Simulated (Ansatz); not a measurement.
# InB2 (built on the sites of a database entry of YAl2): following an unstable mode

Which phase does InB2 (built on the sites of a database entry of YAl2) fall into along its unstable mode, and how much energy does it gain?

Calculated with Ansatz 0.2.0; DFT PBEsol, scalar-relativistic, plane waves, norm-conserving pseudopotentials.

Most raw output is cut from this account.

The structure was built from a prototype and need not be the compound's stable phase.

## (1) The starting structure

Symmetry: Fd-3m, No. 227, cubic system. Conventional cell: a = 6.593 Å, b = 6.593 Å, c = 6.593 Å, α = 90.00°, β = 90.00°, γ = 90.00°. Nearest to In lie 12 B at 2.73 Å and 4 In at 2.85 Å. Nearest to B lie 6 B at 2.33 Å and 6 In at 2.73 Å. Farther neighbours are not listed.

## (2) Zone-centre response

The cell comes from relaxations at this level that are not shown. The zone centre is the only wavevector solved here; it holds the modes that light can see, as far as symmetry allows. No field response is asked, since the mesh shows no gap.

input.yaml

```yaml
crystal:
  lattice:
    - [0.0, 3.296251107, 3.296251107]
    - [3.296251107, 0.0, 3.296251107]
    - [3.296251107, 3.296251107, 0.0]
  atoms:
    - { symbol: In, position: [0.75, 0.75, 0.75] }
    - { symbol: In, position: [0.5, 0.5, 0.5] }
    - { symbol: B, position: [0.125, 0.625, 0.125] }
    - { symbol: B, position: [0.125, 0.125, 0.625] }
    - { symbol: B, position: [0.625, 0.125, 0.125] }
    - { symbol: B, position: [0.125, 0.125, 0.125] }
kpoints:
  mp_grid: { grid: [12, 12, 12] }
hamiltonian:
  xc: pbesol
  pseudopotentials: { kind: nc }
scf:
  occupations: { method: methfessel_paxton, width: 0.2 }
output:
  eigenvalues: true
phonons:
  method: dfpt
```

Run with:

```bash
$ ansatz run input.yaml --threads 8 --pin off --max-ram 14336MiB --backend cpu --events-out ev --progress --plain --runs-dir out
```

Run time: 65 s. Hardware: 8 threads of Intel Xeon Platinum 8488C (Sapphire Rapids), shared host; peak memory 7.8 GiB.

Numbers from this step:

```
volume per atom                                         : 11.94 Å³
gap on the k-mesh                                       : 0 eV
sum-rule residual before enforcement                    : 8.24e-5 eV/Å²
point group                                             : m-3m
highest optical mode at the zone centre (no LO-TO term) : 230.2 cm⁻¹
lowest optical zone-centre mode                         : -512.4 cm⁻¹
```

Patterns of degenerate modes are one choice out of their space. Modes at Γ, with each element's share of the kinetic energy (negative means imaginary):

```csv
mode,frequency (cm⁻¹),symmetry,In %,B %
1,-512.4,T1u,1,99
2,-512.4,T1u,1,99
3,-512.4,T1u,1,99
4,-503.1,A2u,0,100
5,-271.7,Eu,0,100
6,-271.7,Eu,0,100
7,0.0,acoustic,84,16
8,0.0,acoustic,84,16
9,0.0,acoustic,84,16
10,157.6,T2g,100,0
11,157.6,T2g,100,0
12,157.6,T2g,100,0
13,208.7,T1u,15,85
14,208.7,T1u,15,85
15,208.7,T1u,15,85
16,230.2,T2u,0,100
17,230.2,T2u,0,100
18,230.2,T2u,0,100
```

Displacements in mode 1 (-512.4 cm⁻¹), the largest set to 1:
```
In1  0.00 -0.05  0.01
In2  0.00 -0.05  0.01
B3  -1.00  0.46 -0.85
B4   1.00  0.46 -0.85
B5  -0.56  0.02  0.71
B6   0.56  0.02  0.71
```

Displacements in mode 11 (157.6 cm⁻¹), the largest set to 1:
```
In1 -1.00  0.04  0.01
In2  1.00 -0.04 -0.01
B3   0.00  0.00  0.00
B4   0.00  0.00  0.00
B5   0.00  0.00  0.00
B6   0.00  0.00  0.00
```

Before it was imposed, the acoustic sum rule was missed by 8.2e-5 eV/Å². Small misses are needed for a sound result but don't prove that mesh and cutoff are converged. The lowest optical mode is imaginary, 512.4i cm⁻¹, so the energy falls along it.

## (3) The mode frozen in, largest atomic shift 0 Å

The mode followed lies at Γ with frequency 512.4i cm⁻¹ and is 3-fold degenerate, the softest among the wavevectors solved. At small amplitude the distorted cell has space group no. 46 by a symmetry search on the positions. The undistorted cell that holds it gives the zero of energy on the same k mesh.

input.yaml: that of step 2 with these lines changed.

```diff
@@ -20,4 +20,4 @@
 output:
+  forces: true
+  stress: true
   eigenvalues: true
-phonons:
-  method: dfpt
```

It took 1.7 s on 8 threads; peak memory 0.86 GiB.

This step gave:

```yaml
pressure: -2.16e-4 GPa
energy_from_the_undistorted_cell: 0 meV/atom
```

The run ends at a pressure of 0.00 GPa.

## (4) The mode frozen in, largest atomic shift 0.6 Å

The atoms are moved along the unstable eigenvector, the largest shift by 0.6 Å, with the cell fixed.

input.yaml, the sections that differ from step 3:

```yaml
crystal:
  lattice:
    - [0.0, 3.296251107, 3.296251107]
    - [3.296251107, 0.0, 3.296251107]
    - [3.296251107, 3.296251107, 0.0]
  atoms:
    - { symbol: In, position: [0.75, 0.7538914823, 0.75] }
    - { symbol: In, position: [0.5, 0.5038914823, 0.5] }
    - { symbol: B, position: [0.1917811246, 0.4707711358, 0.1917811246] }
    - { symbol: B, position: [0.125, 0.1711145095, 0.625] }
    - { symbol: B, position: [0.625, 0.1711145095, 0.125] }
    - { symbol: B, position: [0.0582188754, 0.1043333849, 0.0582188754] }
# kpoints, hamiltonian, scf, output: as in step 3
```

It took 11 s on 8 threads; peak memory 1.4 GiB; 89 s of CPU time.

Numbers from this step:

| Quantity | Value |
| --- | --- |
| pressure | 5.305 GPa |
| energy from the undistorted cell | -442.5 meV/atom |

The energy, extrapolated to zero smearing, is -442.48 meV/atom against the undistorted cell.

The run ends at a pressure of 5.31 GPa, with forces up to 2.1 eV/Å.

## (5) Energy along the mode, all amplitudes (two of the runs are shown above)

An imaginary frequency means negative curvature, so the energy should fall and then rise again as anharmonic terms take over.

Numbers from this step:

```yaml
depth_at_the_lowest_point_sampled: 442.5 meV/atom
largest_atomic_shift_at_that_point: 0.6 Å
```

Energy from the parent against largest atomic shift:

```
largest atomic shift (Å)  energy from the parent (meV/atom)
                   0.000                                  0
                   0.040                              -3.17
                   0.080                              -12.5
                   0.140                              -37.5
                   0.220                              -89.0
                   0.320                               -177
                   0.450                               -307
                   0.600                               -442
```

Displacement at unit largest shift by atom:

```csv
atom,x (Å),y (Å),z (Å),size
In1,0.021,0.000,0.021,0.030
In2,0.021,0.000,0.021,0.030
B3,-0.480,0.734,-0.480,1.000
B4,0.253,0.000,0.253,0.358
B5,0.253,0.000,0.253,0.358
B6,-0.480,-0.734,-0.480,1.000
```

The lowest of the steps tried is the last one, at 0.6 Å, 442 meV/atom below the parent; the bottom of the well need not coincide with a step.

## (6) Relaxation from the frozen mode

Starting from the lowest point found, all atoms and the cell are let go, so that strain and other modes of the same symmetry can join in.

input.yaml: that of step 4 with these lines changed.

```diff
@@ -23 +23,6 @@
   eigenvalues: true
+relax:
+  adjacent_minimum: "off"
+  f_tol: 0.002
+  max_steps: 120
+  cell: { stress_tol: 0.03 }
```

It took 6 min on 8 threads; peak memory 1.8 GiB.

Relaxation path (22 of 30):

```
step  energy less that of the first step (eV)  largest force component (eV/Å)  pressure (GPa)  volume (Å³)
   1                                   0.0000                          1.3455            5.31        71.63
   2                                  -0.9390                          1.1452           -1.44        77.29
   4                                  -1.7908                          0.2285            0.93        80.36
   5                                  -2.0085                          0.3461           -0.89        81.60
   7                                  -2.4147                          0.5216           -2.54        82.16
   8                                  -2.5853                          0.5855            0.37        80.20
   9                                  -2.8114                          1.0000           -0.86        82.04
  11                                  -3.4001                          0.6873           -2.26        80.20
  12                                  -3.5327                          0.3190            1.23        77.69
  13                                  -3.5548                          0.1548           -2.55        79.47
  15                                  -3.5772                          0.0059           -0.04        78.54
  16                                  -3.5774                          0.0085            0.04        78.54
  18                                  -3.5797                          0.0217            0.17        78.67
  19                                  -3.5801                          0.0180           -0.01        78.35
  20                                  -3.5833                          0.0107           -0.01        78.56
  22                                  -3.5845                          0.0011            0.00        78.49
 23*                                  -4.0383                          0.0150            7.24        78.49
  24                                  -4.2054                          0.0058            2.07        81.18
  26                                  -4.2237                          0.0008            0.23        81.67
  27                                  -4.2239                          0.0001            0.01        81.79
  29                                  -4.2249                          0.0000            0.00        81.80
 30*                                  -4.2249                          0.0001            0.00        81.80
```

Relaxation steps marked * repeat the geometry before them on a plane-wave basis chosen anew for their cell, so energy and pressure can jump there. Other such steps can lie between the rows shown.

The run keeps the 4 symmetry operations that it works with, so distortions that break them were not tested.

| cell as run | before | after | change |
| --- | --- | --- | --- |
| a (Å) | 4.662 | 4.788 | +2.7 % |
| b (Å) | 4.662 | 5.089 | +9.2 % |
| c (Å) | 4.662 | 4.788 | +2.7 % |
| α (°) | 60.00 | 57.90 | -3.5 % |
| β (°) | 60.00 | 82.56 | +37.6 % |
| γ (°) | 60.00 | 57.90 | -3.5 % |
| volume (Å³/atom) | 11.94 | 13.63 | +14.2 % |

The atoms that moved most (Å, as changes of fractional coordinates times the final cell):

```
atom      dx      dy      dz  length
  B3  -0.330   0.932  -0.330   1.043
  B6  -0.330  -0.932  -0.330   1.043
 In1   0.241   0.636   0.241   0.722
 In2   0.241  -0.636   0.241   0.722
  B4   0.089   0.000   0.089   0.126
  B5   0.089   0.000   0.089   0.126
```

The relaxed structure:

```
In B
1.0
    -0.43459    2.54436    4.03286
     3.59827    0.00000    3.59827
     4.03286    2.54436   -0.43459
In B
2 4
Cartesian
  5.6524 4.4526 5.6524
  3.8532 1.9083 3.8532
  2.0541 1.9083 2.0541
  3.1709 1.9083 0.9372
  0.9372 1.9083 3.1709
  0.2550 -0.6361 0.2550
```

This step gave:

```yaml
pressure: -1.33e-4 GPa
volume_per_atom: 13.63 Å³
```

The distorted start has space group Ima2; the relaxation ends in P4/mmm.

## (7) The new phase in its own primitive cell

The relaxed structure is symmetrised, reduced to its primitive cell and relaxed tightly, as its phonons need.

System of this step: InB2 (built on the sites of a database entry of YAl2). It takes space group P4/mmm (No. 123, tetragonal). The conventional cell has a = 3.598 Å, b = 3.598 Å, c = 3.159 Å, α = 90.00°, β = 90.00°, γ = 90.00°. In has 4 B at 2.54 Å nearest. Nearest to B lie 2 B at 1.58 Å and 4 In at 2.54 Å. B has 2 B at 1.58 Å nearest. Farther neighbours are not listed.

input.yaml, the sections that differ from step 6:

```yaml
crystal:
  lattice:
    - [3.5982670292, 0.0, 0.0]
    - [0.0, 3.5982670292, 0.0]
    - [0.0, 0.0, 3.158962206]
  atoms:
    - { symbol: In, position: [0.5, 0.5, 0.0] }
    - { symbol: B, position: [0.0, 0.0, 0.0] }
    - { symbol: B, position: [0.0, 0.0, 0.5] }
kpoints:
  mp_grid: { grid: [12, 12, 14] }
relax:
  adjacent_minimum: "off"
  f_tol: 0.001
  max_steps: 60
  cell: { stress_tol: 0.01 }
# hamiltonian, scf, output: as in step 6
```

It took 8.5 s on 8 threads; peak memory 0.79 GiB.

Little changed from the start: no atom moved by 0.005 Å and no cell edge by 0.1 %.

Numbers from this step:

* pressure: 0.004215 GPa
* volume per atom: 13.65 Å³

The forces vanish by symmetry and the pressure is 0.004 GPa, within the tolerances set. The cell now holds 13.65 Å³/atom.

## (8) Modes of the new phase, k-mesh 12×12×14

A relaxed structure may still be a saddle point, so its zone-centre modes are computed. No field response is asked, since the mesh shows no gap.

input.yaml, the sections that differ from step 7:

```yaml
crystal:
  lattice:
    - [3.6005447919, 0.0, 0.0]
    - [0.0, 3.6005447919, 0.0]
    - [0.0, 0.0, 3.1576752149]
  atoms:
    - { symbol: In, position: [0.5, 0.5, 0.0] }
    - { symbol: B, position: [0.0, 0.0, 0.0] }
    - { symbol: B, position: [0.0, 0.0, 0.5] }
output:
  eigenvalues: true
phonons:
  method: dfpt
# kpoints, hamiltonian, scf: as in step 7
# relax: removed
```

Wall time 32 s (8 threads); peak memory 2.1 GiB.

Numbers from this step:

| Property | Result |
| --- | --- |
| sum-rule residual before enforcement | 1.19e-4 eV/Å² |
| point group | 4/mmm |
| highest optical mode at the zone centre (no LO-TO term) | 1430 cm⁻¹ |
| lowest optical zone-centre mode | -28.27 cm⁻¹ |

Patterns of degenerate modes are one choice out of their space. Modes at Γ, with each element's share of the kinetic energy (negative means imaginary):

```csv
mode,frequency (cm⁻¹),symmetry,In %,B %
1,-28.3,A2u,16,84
2,0.0,acoustic,84,16
3,0.0,acoustic,84,16
4,0.0,acoustic,84,16
5,144.0,Eu,9,91
6,144.0,Eu,9,91
7,303.4,Eu,7,93
8,303.4,Eu,7,93
9,1430.0,A2u,0,100
```

Displacements in mode 1 (-28.3 cm⁻¹), the largest set to 1:
```
In1  0.00  0.00 -0.18
B2   0.00  0.00  0.96
B3   0.00  0.00  1.00
```

Displacements in mode 5 (144.0 cm⁻¹), the largest set to 1:
```
In1  0.00 -0.10  0.00
B2   0.00  0.02  0.00
B3   0.00  1.00  0.00
```

Before it was imposed, the acoustic sum rule was missed by 1.2e-4 eV/Å². Small misses are needed for a sound result but don't prove that mesh and cutoff are converged. The lowest optical mode is imaginary, 28.3i cm⁻¹, so the energy falls along it.

## (9) Summary of results

| Quantity | Value |
| --- | --- |
| unstable mode of the parent | q = (0, 0, 0), 512i cm⁻¹ |
| depth at the lowest point sampled | 442 meV/atom |
| largest atomic shift at that point | 0.6 Å |
| space group reached (within 0.01 Å) | P4/mmm |
| energy gained over the parent (first relaxation, on the mesh of the frozen mode) | 1147 meV/atom |
| volume per atom, phase reached | 13.6 Å³ |
| lowest optical zone-centre mode, phase reached | -28.3 cm⁻¹ |
| highest optical mode at the zone centre (no LO-TO term), phase reached | 1430 cm⁻¹ |

In words: Along this mode the structure falls into P4/mmm, 1147 meV/atom below the parent. At the parent's cell the well is 442.5 meV/atom deep on the steps tried, with its lowest point at a shift of 0.6 Å. That is the last step tried, so the steps alone don't bracket the bottom of the well. Relaxing atoms and cell changes the gain by +704.18 meV/atom against the lowest step (energies at zero smearing). Most of the total comes from this relaxation. The new phase still has an imaginary mode at the zone centre of its cell, so it is a saddle point on the way to a lower structure. Of the 4 patterns followed to their end from this parent, this one reaches the lowest energy. Each path keeps the symmetry of its pattern, so a lower phase may lie along a pattern not tried. With no gap, or one that is small against the smearing, the frequencies hang on the k mesh and the smearing, most of all near Kohn anomalies. The starting cell was built on a prototype and not taken from a measurement, so the phase need not exist.

[Logs are printed without paths, hosts, clocks, repeated set-up lines and the standing remarks that a program may print on its own settings, such as how far it seeks lower states.]

[Hosts, paths, dates, database ids (printed as entryN), source tags and the programs' standing remarks are cut or masked in the printed files.]
